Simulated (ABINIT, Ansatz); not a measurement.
**Sr2MgH6 (P-3m1): bands and cutoff in G0W0 with ABINIT**

What does each rung of G0W0 on Sr2MgH6 (P-3m1) cost, and what does it buy?

Main program and level: ABINIT 10.8.3; PBEsol and many-body steps on it, plane waves.

## Step 1: The structure

Symmetry: P-3m1, No. 164, trigonal system. The conventional cell has a = 5.475 Å, b = 5.475 Å, c = 4.188 Å, α = 90.00°, β = 90.00°, γ = 120.00°. Nearest to Sr lie 12 H at 2.56 to 2.74 Å. Nearest to Mg lie 6 H at 1.94 Å. H has 1 Mg at 1.94 Å and 4 Sr at 2.56 to 2.74 Å and 6 H at 2.58 to 2.78 Å nearest. Farther neighbours are not listed.

The cell and positions are those that the Materials Project relaxed with its own functionals (PBE, PBE+U or r2SCAN), kept fixed.

## Step 2: Empty states on the mesh, 3×3×2 mesh, 212 bands

This step: ABINIT 10.8.3; DFT, PBEsol, plane waves, norm-conserving pseudopotentials.

The sums over transitions need many empty states on a uniform mesh; this step solves for them.

run.abi reads:

```
acell 3*1.0 Angstrom
rprim 
  5.475438295790 0.000000000002 0.000000000000
  -2.737719147897 4.741868661007 0.000000000000
  0.000000000000 0.000000000000 4.188467730000
ntypat 3
znucl 38 12 1
natom 9
typat 1 1 2 3 3 3 3 3 3
xred 
  0.666666666667 0.333333333333 0.263532570000
  0.333333333333 0.666666666667 0.736467430000
  0.000000000000 0.000000000000 0.000000000000
  0.823459443333 0.646918886667 0.765248350000
  0.823459443333 0.176540556667 0.765248350000
  0.353081113333 0.176540556667 0.765248350000
  0.176540556667 0.353081113333 0.234751650000
  0.176540556667 0.823459443333 0.234751650000
  0.646918886667 0.823459443333 0.234751650000
pp_dirpath "pseudos"
pseudos "Sr.upf, Mg.upf, H.upf"
ecut 38
ngkpt 3 3 2
nshiftk 1
shiftk 0 0 0
kptopt 1
chksymbreak 0
iscf -2
irdden 1
istwfk *1
nband 212
nbdbuf 18
tolwfr 1e-09
nstep 60
prtvol 0
indata_prefix "in"
outdata_prefix "out"
tmpdata_prefix "tmp"
```

Started as:

```
OMP_NUM_THREADS=1 mpirun -n 4 abinit run.abi > log
```

Numbers of over 12 decimals in the logs are rounded to 6 here.

The log of the run:

```text
.Version 10.8.3 of ABINIT. v10.8.2 released Aug 2026.

 Symmetries : space group P-3 m 1 (#164); Bravais hP (primitive hexag.)
[... echo of the input left out ...]
== DATASET  1 ==================================================================
-   mpi_nproc: 4, omp_nthreads: 1 (-1 if OMP is not activated)

--- !DatasetInfo
iteration_state: {dtset: 1, }
dimensions: {natom: 9, nkpt: 6, mband: 212, nsppol: 1, nspinor: 1, nspden: 1, mpw: 8238, }
cutoff_energies: {ecut:  38.0, pawecutdg:  -1.0, }
[...]
2.81535    2.83553    2.83553    2.85015    2.85319    2.85622    2.87863    2.87863
   2.88997    2.90110    2.90110    2.92163    2.92163    2.94883    2.94889    2.95037
   2.95107    2.96766    2.98359    2.99504
 prteigrs : prtvol=0 or 1, do not print more k-points.

== END DATASET(S) ==============================================================
================================================================================

 -outvars: echo values of variables after computation  --------
            nband         212
             nkpt           6
          spgroup         164
 [... the other variables as echoed above ...]

 Calculation completed.
```

Wall time 2.3 min (4 MPI ranks of Arm Neoverse V1, shared host); peak memory 0.52 GiB.

This step gave:

```
gap                                                           : 2.528 eV
k of the valence top                                          : 0.3333, 0.3333, 0
k of the conduction bottom                                    : 0, 0, 0
least direct gap                                              : 2.945 eV
k points computed                                             : 6
lowest point of the top converged band, above the valence top : 70.6386 eV
```

On this mesh the gap is 2.528 eV.

The density comes from a self-consistent run that is not shown.

## Step 3: Screening, 3×3×2 mesh, 40 bands, screening to 62.6 eV

The RPA dielectric matrix is built and inverted for each q.

This step: RPA screening on PBEsol, plane waves, norm-conserving pseudopotentials.

run.abi, as its differences from that of step 2:

```diff
@@ -27,10 +27,11 @@
 chksymbreak 0
-iscf -2
-irdden 1
 istwfk *1
-nband 212
-nbdbuf 18
-tolwfr 1e-09
-nstep 60
-prtvol 0
+occopt 1
+irdwfk 1
+optdriver 3
+nband 40
+ecuteps 2.3
+inclvkb 2
+awtr 1
+symchi 1
 indata_prefix "in"
```

The log of the run:

```text
.Version 10.8.3 of ABINIT. v10.8.2 released Aug 2026.

 Symmetries : space group P-3 m 1 (#164); Bravais hP (primitive hexag.)
[... echo of the input left out ...]
== DATASET  1 ==================================================================
-   mpi_nproc: 4, omp_nthreads: 1 (-1 if OMP is not activated)

--- !DatasetInfo
iteration_state: {dtset: 1, }
dimensions: {natom: 9, nkpt: 6, mband: 40, nsppol: 1, nspinor: 1, nspden: 1, mpw: 8238, }
cutoff_energies: {ecut:  38.0, pawecutdg:  -1.0, }
electrons: {nelect:   3.60000000E+01, charge:   0.00000000E+00, occopt:   1.00000000E+00, tsmear:   1.00000000E-02, }

 SCREENING: Calculation of the susceptibility and dielectric matrices

 Based on a program developped by R.W. Godby, V. Olevano, G. Onida, and L. Reining.
 Incorporated in ABINIT by V. Olevano, G.-M. Rignanese, and M. Torrent.
.Using double precision arithmetic ; gwpc =  8

[... cell and pseudopotentials left out ...]
--------------------------------------------------------------------------------

 ==== K-mesh for the wavefunctions ====
 Number of points in the irreducible wedge :     6
[... list of points left out ...]
 Together with 12 symmetry operations and time-reversal symmetry
 yields    18 points in the full Brillouin Zone.

 ==== Q-mesh for the screening function ====
 Number of points in the irreducible wedge :     6
[... list of points left out ...]
 Together with 12 symmetry operations and time-reversal symmetry
 yields    18 points in the full Brillouin Zone.

 setmesh: FFT mesh size selected  =    32x   32x   27
          total number of points  =        27648

 vcoul_init : cutoff-mode = AUXILIARY_FUNCTION
 q-points for optical limit:   1
     1)      0.000010    0.000020    0.000030

- screening: taking advantage of time-reversal symmetry
- Maximum band index for partially occupied states nbvw = 18
- Remaining bands to be divided among processors   nbcw = 22
- Number of bands treated by each node ~5

 Number of electrons calculated from density =   36.0000; Expected =   36.0000
 average of density, n =  0.049055
 r_s =    1.6946
 omega_plasma =   21.3647 [eV]

 calculating chi0 at frequencies [eV] :
  1    0.000000E+00    0.000000E+00
  2    0.000000E+00    2.136470E+01

--------------------------------------------------------------------------------
  q-point number  1        q = ( 0.000000, 0.000000, 0.000000) [r.l.u.]
--------------------------------------------------------------------------------
[... chi0 elements left out ...]
 For q-point:  0.000010 0.000020 0.000030
  dielectric constant =   5.6895
  dielectric constant without local fields =   6.3302

  Average fulfillment of the sum rule on Im[epsilon] for q-point    1 :     31.27  [%]
[... wings left out ...]
  q-point number  2        q = ( 0.333333, 0.000000, 0.000000) [r.l.u.]
--------------------------------------------------------------------------------
[... chi0 elements left out ...]
  Average fulfillment of the sum rule on Im[epsilon] for q-point    2 :     48.84  [%]

 [... 4 further q-points ...]
```

It took 9.6 s on 4 MPI ranks; peak memory 0.91 GiB; 38 s of CPU time.

This step gave:

```yaml
eps_infinity_with_local_fields_on_this_mesh_along_the_program_s_q_direction: 5.689
the_same_without_local_fields: 6.330
plasma_frequency: 21.36 eV
plane_waves_in_the_screening_matrix: 137
```

Local fields lower ε∞ by 10 %. On a Γ-centred mesh this coarse the value itself is usually too large, while a short band sum pulls it down.

## Step 4: 40 bands, 62.6 eV

The self-energy is evaluated for the states that the input lists, and the levels follow from it, in one-shot runs by the linearised quasiparticle equation.

This step: G0W0 on PBEsol, plane waves, norm-conserving pseudopotentials.

run.abi, as its differences from that of step 3:

```diff
@@ -30,8 +30,17 @@
 irdwfk 1
-optdriver 3
+optdriver 4
 nband 40
+gwcalctyp 0
+ecutsigx 38
+symsigma 1
+nkptgw 2
+kptgw 
+  0.3333333333 0.3333333333 0.0000000000
+  0.0000000000 0.0000000000 0.0000000000
+bdgw 
+  16 20
+  17 21
 ecuteps 2.3
-inclvkb 2
-awtr 1
-symchi 1
+irdscr 1
+ppmodel 1
 indata_prefix "in"
```

The log of the run:

```text
.Version 10.8.3 of ABINIT. v10.8.2 released Aug 2026.

 Symmetries : space group P-3 m 1 (#164); Bravais hP (primitive hexag.)
[... echo of the input left out ...]
== DATASET  1 ==================================================================
-   mpi_nproc: 4, omp_nthreads: 1 (-1 if OMP is not activated)

--- !DatasetInfo
iteration_state: {dtset: 1, }
dimensions: {natom: 9, nkpt: 6, mband: 40, nsppol: 1, nspinor: 1, nspden: 1, mpw: 8238, }
cutoff_energies: {ecut:  38.0, pawecutdg:  -1.0, }
electrons: {nelect:   3.60000000E+01, charge:   0.00000000E+00, occopt:   1.00000000E+00, tsmear:   1.00000000E-02, }

 SIGMA: Calculation of the GW corrections

 Based on a program developped by R.W. Godby, V. Olevano, G. Onida, and L. Reining.
 Incorporated in ABINIT by V. Olevano, G.-M. Rignanese, and M. Torrent.
.Using double precision arithmetic ; gwpc =  8

[... cell and pseudopotentials left out ...]
--------------------------------------------------------------------------------

 ==== K-mesh for the wavefunctions ====
 Number of points in the irreducible wedge :     6
[... list of points left out ...]
 Together with 12 symmetry operations and time-reversal symmetry
 yields    18 points in the full Brillouin Zone.

 ==== Q-mesh for screening function ====
 Number of points in the irreducible wedge :     6
[... list of points left out ...]
 Together with 12 symmetry operations and time-reversal symmetry
 yields    18 points in the full Brillouin Zone.

 vcoul_init : cutoff-mode = AUXILIARY_FUNCTION
 q-points for optical limit:   1
     1)      0.000010    0.000020    0.000030
 setmesh: FFT mesh size selected  =    50x   50x   45
          total number of points  =       112500

 Number of electrons calculated from density =   36.0000; Expected =   36.0000
 average of density, n =  0.049055
 r_s =    1.6946
 omega_plasma =   21.3647 [eV]

 === KS Band Gaps ===
  >>>> For spin  1
   Minimum direct gap =   2.9453 [eV], located at k-point      :   0.0000  0.0000  0.0000
   Fundamental gap    =   2.5285 [eV], Top of valence bands at :   0.3333  0.3333  0.0000
                                       Bottom of conduction at :   0.0000  0.0000  0.0000
 SIGMA fundamental parameters:
 PLASMON POLE MODEL  1
 number of plane-waves for SigmaX                 8175
 number of plane-waves for SigmaC and W            137
 number of plane-waves for wavefunctions          8175
 number of bands                                    40
 number of independent spin polarizations            1
 number of spinorial components                      1
 number of k-points in IBZ                           6
 number of q-points in IBZ                           6
 number of symmetry operations                      12
 number of k-points in BZ                           18
 number of q-points in BZ                           18
 number of frequencies for dSigma/dE                 9
 frequency step for dSigma/dE [eV]                0.25
 number of omega for Sigma on real axis              0
 max omega for Sigma on real axis  [eV]           0.00
 zcut for avoiding poles [eV]                     0.10

 EPSILON^-1 parameters (SCR file):
 dimension of the eps^-1 matrix on file            137
 dimension of the eps^-1 matrix used               137
 number of plane-waves for wavefunctions          8175
 number of bands                                    40
 number of q-points in IBZ                           6
 number of frequencies                               2
 number of real frequencies                          1
 number of imag frequencies                          1

 matrix elements of self-energy operator (all in [eV])

 Perturbative Calculation

--- !SelfEnergy_ee
iteration_state: {dtset: 1, }
kpoint     : [   0.333,    0.333,    0.000, ]
spin       : 1
KS_gap     :    3.206
QP_gap     :    5.187
Delta_QP_KS:    1.981
data: !SigmaeeData |
     Band     E0 <VxcDFT>   SigX SigC(E0)      Z dSigC/dE  Sig(E)    E-E0       E
       16   2.964 -10.869 -13.864   2.776   0.792  -0.263 -11.042  -0.173   2.791
       17   2.964 -10.869 -13.864   2.776   0.792  -0.263 -11.042  -0.173   2.791
       18   4.043 -11.281 -14.242   2.765   0.796  -0.257 -11.438  -0.156   3.887
       19   7.249  -9.681  -4.643  -2.843   0.831  -0.203  -7.857   1.825   9.074
       20   7.555  -9.972  -5.163  -2.665   0.831  -0.204  -8.191   1.781   9.336

--- !SelfEnergy_ee
iteration_state: {dtset: 1, }
kpoint     : [   0.000,    0.000,    0.000, ]
spin       : 1
KS_gap     :    2.945
QP_gap     :    4.623
Delta_QP_KS:    1.678
data: !SigmaeeData |
     Band     E0 <VxcDFT>   SigX SigC(E0)      Z dSigC/dE  Sig(E)    E-E0       E
       17   3.626 -11.090 -14.039   2.754   0.796  -0.256 -11.245  -0.155   3.471
       18   3.626 -11.090 -14.039   2.754   0.796  -0.256 -11.245  -0.155   3.471
       19   6.572  -9.174  -4.826  -2.526   0.835  -0.197  -7.651   1.523   8.094
       20   8.503 -10.516  -4.880  -3.105   0.824  -0.214  -8.431   2.085  10.589
       21   8.503 -10.516  -4.880  -3.105   0.824  -0.214  -8.431   2.085  10.589

== END DATASET(S) ==============================================================
================================================================================

 -outvars: echo values of variables after computation  --------
           etotal      0.0000000000E+00
            nband          40
             nkpt           6
          spgroup         164
 [... the other variables as echoed above ...]

 Calculation completed.
```

The job ended after 4.6 s (4 MPI ranks; peak memory 0.67 GiB; 18 s of CPU time).

This step gave:

```
G0W0 gap on the points computed              : 4.207 eV
starting gap on the mesh                     : 2.528 eV
k of the valence top                         : 0.3333, 0.3333, 0
k of the conduction bottom                   : 0, 0, 0
Z at the valence top                         : 0.796
Z at the conduction bottom                   : 0.835
least direct G0W0 gap on the computed points : 4.623 eV
```

The gap on the mesh goes from 2.53 eV to 4.21 eV, a correction of +1.68 eV.

## Step 5: Screening, 3×3×2 mesh, 90 bands, screening to 114.3 eV

This step: RPA screening on PBEsol, plane waves, norm-conserving pseudopotentials.

run.abi, as its differences from that of step 4:

```diff
@@ -30,17 +30,8 @@
 irdwfk 1
-optdriver 4
-nband 40
-gwcalctyp 0
-ecutsigx 38
-symsigma 1
-nkptgw 2
-kptgw 
-  0.3333333333 0.3333333333 0.0000000000
-  0.0000000000 0.0000000000 0.0000000000
-bdgw 
-  16 20
-  17 21
-ecuteps 2.3
-irdscr 1
-ppmodel 1
+optdriver 3
+nband 90
+ecuteps 4.2
+inclvkb 2
+awtr 1
+symchi 1
 indata_prefix "in"
```

The log of the run:

```text
.Version 10.8.3 of ABINIT. v10.8.2 released Aug 2026.

 Symmetries : space group P-3 m 1 (#164); Bravais hP (primitive hexag.)
[... echo of the input left out ...]
== DATASET  1 ==================================================================
-   mpi_nproc: 4, omp_nthreads: 1 (-1 if OMP is not activated)

--- !DatasetInfo
iteration_state: {dtset: 1, }
dimensions: {natom: 9, nkpt: 6, mband: 90, nsppol: 1, nspinor: 1, nspden: 1, mpw: 8238, }
cutoff_energies: {ecut:  38.0, pawecutdg:  -1.0, }
electrons: {nelect:   3.60000000E+01, charge:   0.00000000E+00, occopt:   1.00000000E+00, tsmear:   1.00000000E-02, }

 SCREENING: Calculation of the susceptibility and dielectric matrices

 Based on a program developped by R.W. Godby, V. Olevano, G. Onida, and L. Reining.
 Incorporated in ABINIT by V. Olevano, G.-M. Rignanese, and M. Torrent.
.Using double precision arithmetic ; gwpc =  8

[... cell and pseudopotentials left out ...]
--------------------------------------------------------------------------------

 ==== K-mesh for the wavefunctions ====
 Number of points in the irreducible wedge :     6
[... list of points left out ...]
 Together with 12 symmetry operations and time-reversal symmetry
 yields    18 points in the full Brillouin Zone.

 ==== Q-mesh for the screening function ====
 Number of points in the irreducible wedge :     6
[... list of points left out ...]
 Together with 12 symmetry operations and time-reversal symmetry
 yields    18 points in the full Brillouin Zone.

 setmesh: FFT mesh size selected  =    36x   36x   30
          total number of points  =        38880

 vcoul_init : cutoff-mode = AUXILIARY_FUNCTION
 q-points for optical limit:   1
     1)      0.000010    0.000020    0.000030

- screening: taking advantage of time-reversal symmetry
- Maximum band index for partially occupied states nbvw = 18
- Remaining bands to be divided among processors   nbcw = 72
- Number of bands treated by each node ~18

 Number of electrons calculated from density =   36.0000; Expected =   36.0000
 average of density, n =  0.049055
 r_s =    1.6946
 omega_plasma =   21.3647 [eV]

 calculating chi0 at frequencies [eV] :
  1    0.000000E+00    0.000000E+00
  2    0.000000E+00    2.136470E+01

--------------------------------------------------------------------------------
  q-point number  1        q = ( 0.000000, 0.000000, 0.000000) [r.l.u.]
--------------------------------------------------------------------------------
[... chi0 elements left out ...]
 For q-point:  0.000010 0.000020 0.000030
  dielectric constant =   5.7298
  dielectric constant without local fields =   6.3718

  Average fulfillment of the sum rule on Im[epsilon] for q-point    1 :     58.29  [%]
[... wings left out ...]
  q-point number  2        q = ( 0.333333, 0.000000, 0.000000) [r.l.u.]
--------------------------------------------------------------------------------
[... chi0 elements left out ...]
  Average fulfillment of the sum rule on Im[epsilon] for q-point    2 :     67.43  [%]

 [... 4 further q-points ...]
```

Wall time 27 s (4 MPI ranks); peak memory 1.1 GiB; 1.8 min of CPU time.

Numbers from this step:

```yaml
eps_infinity_with_local_fields_on_this_mesh_along_the_program_s_q_direction: 5.730
the_same_without_local_fields: 6.372
plasma_frequency: 21.36 eV
plane_waves_in_the_screening_matrix: 283
```

[end of part 1 of 2]

[Paths, hosts, dates, memory and timing lines, banners, echoed tables and standing remarks are left out of the program output.]

[Logs are printed without paths, hosts, clocks, repeated set-up lines and the standing remarks that a program may print on its own settings, such as how far it seeks lower states.]

[Runs of the session that timed out or met a known fault of the program may be left out.]

[No measured gap is set beside runs whose start may be inverted or whose files or cutoffs have a known fault.]

[Hosts, paths, dates, database ids (printed as entryN), source tags and the programs' standing remarks are cut or masked in the printed files.]

[G0W0 gaps are taken among the corrected bands and points alone; a level outside them can change the order at an edge.]

[Where Ansatz stands beside ABINIT at settings called matched, ABINIT's density can come from a denser mesh and the files from another edition; pairs whose starting gaps differed by over 0.03 eV were left out, so agreement reads better than it is.]
